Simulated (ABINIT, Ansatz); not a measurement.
**How the form of the self-energy moves the gap of BaIBr (Pnma)**

Wanted: the gap of BaIBr (Pnma) under several approximations, with cost.

Calculated with ABINIT 10.8.3; PBEsol and many-body steps on it, plane waves.

Most raw output is cut from this account.

## (1) Set-up

It takes space group Pnma (No. 62, orthorhombic). Conventional cell: a = 8.814 Å, b = 5.124 Å, c = 10.192 Å, α = 90.00°, β = 90.00°, γ = 90.00°. Nearest to Ba lie 4 Br at 3.31 to 3.34 Å and 5 I at 3.67 to 3.76 Å. I has 5 Ba at 3.67 to 3.76 Å nearest. Nearest to Br lie 4 Ba at 3.31 to 3.34 Å. Farther neighbours and most contacts between anions are not listed.

Coordinates:

```cif
data_structure
_symmetry_space_group_name_H-M 'Pnma'
_symmetry_Int_Tables_number 62
_cell_length_a 8.8145
_cell_length_b 5.1243
_cell_length_c 10.1917
_cell_angle_alpha 90.000
_cell_angle_beta 90.000
_cell_angle_gamma 90.000
_cell_volume 460.34
loop_
_atom_site_label
_atom_site_type_symbol
_atom_site_symmetry_multiplicity
_atom_site_Wyckoff_symbol
_atom_site_fract_x
_atom_site_fract_y
_atom_site_fract_z
_atom_site_occupancy
Ba1 Ba 4 c 0.72882 0.25000 0.37514 1
I1 I 4 c 0.47161 0.25000 0.83178 1
Br1 Br 4 c 0.85647 0.25000 0.06669 1
```

The cell and positions are those that the Materials Project relaxed with its own functionals (PBE, PBE+U or r2SCAN), kept fixed. Spin-orbit coupling is left out unless a step names it.

## (2) Empty states on the mesh, 2×2×1 mesh, 459 bands

This step: ABINIT 10.8.3; DFT, PBEsol, plane waves, norm-conserving pseudopotentials.

The sums over transitions need many empty states on a uniform mesh; this step solves for them.

Input file run.abi:

```
acell 3*1.0 Angstrom
rprim 
  8.814460390000 0.000000000000 0.000000000000
  0.000000000000 5.124291030000 0.000000000000
  0.000000000000 0.000000000000 10.191678390000
ntypat 3
znucl 56 53 35
natom 12
typat 1 1 1 1 2 2 2 2 3 3 3 3
xred 
  0.728824540000 0.250000000000 0.375137030000
  0.271175460000 0.750000000000 0.624862970000
  0.771175460000 0.750000000000 0.875137030000
  0.228824540000 0.250000000000 0.124862970000
  0.471610560000 0.250000000000 0.831776550000
  0.528389440000 0.750000000000 0.168223450000
  0.028389440000 0.750000000000 0.331776550000
  0.971610560000 0.250000000000 0.668223450000
  0.856471900000 0.250000000000 0.066685850000
  0.143528100000 0.750000000000 0.933314150000
  0.643528100000 0.750000000000 0.566685850000
  0.356471900000 0.250000000000 0.433314150000
pp_dirpath "pseudos"
pseudos "Ba.upf, I.upf, Br.upf"
ecut 31
ngkpt 2 2 1
nshiftk 1
shiftk 0 0 0
kptopt 1
chksymbreak 0
iscf -2
irdden 1
istwfk *1
nband 459
nbdbuf 40
tolwfr 1e-09
nstep 60
prtvol 0
indata_prefix "in"
outdata_prefix "out"
tmpdata_prefix "tmp"
```

Command:

```bash
$ OMP_NUM_THREADS=2 mpirun -n 4 abinit run.abi > log
```

Wall time 19 min (4 MPI ranks of Arm Neoverse N1, shared host); peak memory 1.7 GiB; 2.1 h of CPU time.

This step gave:

- gap: 3.423 eV
- k of the valence top: 0, 0, 0
- k of the conduction bottom: 0, 0, 0
- least direct gap: 3.423 eV
- k points computed: 4
- lowest point of the top converged band, above the valence top: 45.19 eV

On this mesh the gap is 3.423 eV.

The density comes from a self-consistent run that is not shown.

## (3) Screening, 2×2×1 mesh, 199 bands, screening to 98 eV

The RPA dielectric matrix is built and inverted for each q.

This step: RPA screening on PBEsol, plane waves, norm-conserving pseudopotentials.

run.abi, as its differences from that of step 2:

```diff
@@ -30,10 +30,11 @@
 chksymbreak 0
-iscf -2
-irdden 1
 istwfk *1
-nband 459
-nbdbuf 40
-tolwfr 1e-09
-nstep 60
-prtvol 0
+occopt 1
+irdwfk 1
+optdriver 3
+nband 199
+ecuteps 3.6
+inclvkb 2
+awtr 1
+symchi 1
 indata_prefix "in"
```

Command:

```bash
$ OMP_NUM_THREADS=1 mpirun -n 8 abinit run.abi > log
```

It took 6.6 min on 8 MPI ranks; peak memory 9.5 GiB; 53 min of CPU time.

Numbers from this step:

```yaml
eps_infinity_with_local_fields_on_this_mesh_along_the_program_s_q_direction: 4.088
the_same_without_local_fields: 4.834
plasma_frequency: 16.96 eV
plane_waves_in_the_screening_matrix: 999
```

Local fields lower ε∞ by 15 %. On a Γ-centred mesh this coarse the value itself is usually too large, while a short band sum pulls it down.

## (4) G0W0, Godby-Needs plasmon pole

The self-energy is evaluated for the states that the input lists, and the levels follow from it, in one-shot runs by the linearised quasiparticle equation.

This step: G0W0 on PBEsol, plane waves, norm-conserving pseudopotentials.

run.abi, as its differences from that of step 3:

```diff
@@ -33,8 +33,15 @@
 irdwfk 1
-optdriver 3
+optdriver 4
 nband 199
+gwcalctyp 0
+ecutsigx 31
+symsigma 1
+nkptgw 1
+kptgw 
+  0.0000000000 0.0000000000 0.0000000000
+bdgw 
+  47 50
 ecuteps 3.6
-inclvkb 2
-awtr 1
-symchi 1
+irdscr 1
+ppmodel 1
 indata_prefix "in"
```

It took 43 s on 8 MPI ranks; peak memory 5.5 GiB; 5.7 min of CPU time.

Numbers from this step:

```yaml
g0w0_gap_on_the_points_computed: 4.974 eV
starting_gap_on_the_mesh: 3.423 eV
k_of_the_valence_top: 0, 0, 0
k_of_the_conduction_bottom: 0, 0, 0
z_at_the_valence_top: 0.824
z_at_the_conduction_bottom: 0.838
least_direct_g0w0_gap_on_the_computed_points: 4.974 eV
```

The gap on the mesh goes from 3.42 eV to 4.97 eV, a correction of +1.55 eV.

## (5) G0W0, von der Linden-Horsch plasmon pole

run.abi, as its differences from that of step 4:

```diff
@@ -45,3 +45,3 @@
 irdscr 1
-ppmodel 1
+ppmodel 3
 indata_prefix "in"
```

Run time: 2.7 min. Hardware: 8 MPI ranks; peak memory 4.4 GiB.

This step gave:

* G0W0 gap on the points computed: 4.981 eV
* starting gap on the mesh: 3.423 eV
* k of the valence top: 0, 0, 0
* k of the conduction bottom: 0, 0, 0
* Z at the valence top: 0.849
* Z at the conduction bottom: 0.87
* least direct G0W0 gap on the computed points: 4.981 eV

Against G0W0 in ABINIT (2×2×1 mesh, 199 bands, screening to 98 eV, Godby-Needs plasmon pole), the gap moves by +0.007 eV.

## (6) G0W0, Hybertsen-Louie plasmon pole

run.abi, as its differences from that of step 5:

```diff
@@ -45,3 +45,3 @@
 irdscr 1
-ppmodel 3
+ppmodel 2
 indata_prefix "in"
```

The job ended after 48 s (8 MPI ranks; peak memory 5.1 GiB; 6.3 min of CPU time).

This step gave:

```yaml
g0w0_gap_on_the_points_computed: 4.967 eV
starting_gap_on_the_mesh: 3.423 eV
k_of_the_valence_top: 0, 0, 0
k_of_the_conduction_bottom: 0, 0, 0
least_direct_g0w0_gap_on_the_computed_points: 4.967 eV
```

Against G0W0 in ABINIT (2×2×1 mesh, 199 bands, screening to 98 eV, Godby-Needs plasmon pole), the gap moves by −0.007 eV.

## (7) One-shot Hartree-Fock

This step: one-shot Hartree-Fock on PBEsol, plane waves, norm-conserving pseudopotentials.

run.abi, as its differences from that of step 6:

```diff
@@ -34,4 +34,4 @@
 optdriver 4
-nband 199
-gwcalctyp 0
+nband 52
+gwcalctyp 5
 ecutsigx 31
@@ -43,5 +43,4 @@
   47 50
-ecuteps 3.6
-irdscr 1
-ppmodel 2
+ixc_sigma 40
+fftgw 31
 indata_prefix "in"
```

Elapsed: 10 s, on 8 MPI ranks; peak memory 3.1 GiB; 79 s of CPU time.

Numbers from this step:

```yaml
quasiparticle_gap_on_the_points_computed: 10.40 eV
starting_gap_on_the_mesh: 3.423 eV
k_of_the_valence_top: 0, 0, 0
k_of_the_conduction_bottom: 0, 0, 0
least_direct_quasiparticle_gap_on_the_computed_points: 10.40 eV
```

Against G0W0 in ABINIT (2×2×1 mesh, 199 bands, screening to 98 eV, Godby-Needs plasmon pole), the gap moves by +5.430 eV.

## (8) Screening, 2×2×1 mesh, 199 bands, screening to 98 eV

This step: RPA screening on PBEsol, plane waves, norm-conserving pseudopotentials.

run.abi, as its differences from that of step 7:

```diff
@@ -33,14 +33,14 @@
 irdwfk 1
-optdriver 4
-nband 52
-gwcalctyp 5
-ecutsigx 31
-symsigma 1
-nkptgw 1
-kptgw 
-  0.0000000000 0.0000000000 0.0000000000
-bdgw 
-  47 50
-ixc_sigma 40
-fftgw 31
+optdriver 3
+nband 199
+ecuteps 3.6
+inclvkb 2
+awtr 1
+symchi 1
+gwcalctyp 2
+nfreqre 16
+freqremax 40 eV
+nfreqim 8
+spmeth 1
+nomegasf 120
 indata_prefix "in"
@@ -48 +48,2 @@
 tmpdata_prefix "tmp"
+gwmem 10
```

Wall time 12 min (8 MPI ranks); peak memory 16 GiB; 1.6 h of CPU time.

Numbers from this step:

* ε∞ with local fields, on this mesh, along the program's q direction: 4.092
* the same without local fields: 4.840
* plasma frequency: 16.96 eV
* plane waves in the screening matrix: 999

## (9) G0W0, contour deformation

This step: G0W0 on PBEsol, plane waves, norm-conserving pseudopotentials.

run.abi, as its differences from that of step 8:

```diff
@@ -33,14 +33,15 @@
 irdwfk 1
-optdriver 3
+optdriver 4
 nband 199
+gwcalctyp 2
+ecutsigx 31
+symsigma 1
+nkptgw 1
+kptgw 
+  0.0000000000 0.0000000000 0.0000000000
+bdgw 
+  47 50
 ecuteps 3.6
-inclvkb 2
-awtr 1
-symchi 1
-gwcalctyp 2
-nfreqre 16
-freqremax 40 eV
-nfreqim 8
-spmeth 1
-nomegasf 120
+irdscr 1
+gwmem 01
 indata_prefix "in"
@@ -48,2 +49 @@
 tmpdata_prefix "tmp"
-gwmem 10
```

Elapsed: 39 s, on 8 MPI ranks; peak memory 6.1 GiB; 5.1 min of CPU time.

This step gave:

```yaml
g0w0_gap_on_the_points_computed: 4.953 eV
starting_gap_on_the_mesh: 3.423 eV
k_of_the_valence_top: 0, 0, 0
k_of_the_conduction_bottom: 0, 0, 0
least_direct_g0w0_gap_on_the_computed_points: 4.953 eV
```

Against G0W0 in ABINIT (2×2×1 mesh, 199 bands, screening to 98 eV, Godby-Needs plasmon pole), the gap moves by −0.021 eV.

## (10) The runs together

Times are wall times on 8 MPI ranks of Arm Neoverse N1, shared host, good to a factor of about two. A run's time includes the screening step that it read.

```tsv
run	mesh	bands	screening cutoff (eV)	DFT gap (eV)	gap on the mesh (eV)	direct (eV)	ε∞ used	time
G0W0, Godby-Needs plasmon pole	2×2×1	199	98	3.423	4.974	4.974	4.09	7.3 min
G0W0, von der Linden-Horsch plasmon pole	2×2×1	199	98	3.423	4.981	4.981	4.09	9.3 min
G0W0, Hybertsen-Louie plasmon pole	2×2×1	199	98	3.423	4.967	4.967	4.09	7.4 min
one-shot Hartree-Fock	2×2×1	-	-	3.423	10.404	10.404	-	10 s
G0W0, contour deformation	2×2×1	199	98	3.423	4.953	4.953	4.09	12 min
```

## (11) Results

```
G0W0, Godby-Needs plasmon pole           : 4.974 eV
G0W0, von der Linden-Horsch plasmon pole : 4.981 eV
G0W0, Hybertsen-Louie plasmon pole       : 4.967 eV
one-shot Hartree-Fock                    : 10.404 eV
G0W0, contour deformation                : 4.953 eV
known limits                             : not at the basis limit; no spin-orbit coupling; coarse k mesh
```

**Reading.** G0W0, von der Linden-Horsch plasmon pole: +0.007 eV against G0W0, Godby-Needs plasmon pole. G0W0, Hybertsen-Louie plasmon pole: −0.007 eV against G0W0, Godby-Needs plasmon pole. One-shot Hartree-Fock: +5.430 eV against G0W0, Godby-Needs plasmon pole. G0W0, contour deformation: −0.021 eV against G0W0, Godby-Needs plasmon pole. Bare exchange alone opens the gap to 10.40 eV; against G0W0, correlation takes back 5.43 eV. Bands and cutoff are finite, so the gap is not at the basis limit. The miss can reach some tenths of an eV and take either sign; the mesh is an error of its own. In the G0W0 runs levels were corrected at 1 k point alone, so a gap called «on the mesh» is the least over those, and an edge elsewhere would be missed. The 2×2×1 mesh is coarse for this cell, which bears on the long-range parts of exchange and screening. The many-body steps are scalar-relativistic: spin-orbit coupling is not in them.

[Paths, hosts, dates, memory and timing lines, banners, echoed tables and standing remarks are left out of the program output.]

[Logs are printed without paths, hosts, clocks, repeated set-up lines and the standing remarks that a program may print on its own settings, such as how far it seeks lower states.]

[Runs of the session that timed out or met a known fault of the program may be left out.]

[Hosts, paths, dates, database ids (printed as entryN), source tags and the programs' standing remarks are cut or masked in the printed files.]

[G0W0 gaps are taken among the corrected bands and points alone; a level outside them can change the order at an edge.]

[Where Ansatz stands beside ABINIT at settings called matched, ABINIT's density can come from a denser mesh and the files from another edition; pairs whose starting gaps differed by over 0.03 eV were left out, so agreement reads better than it is.]
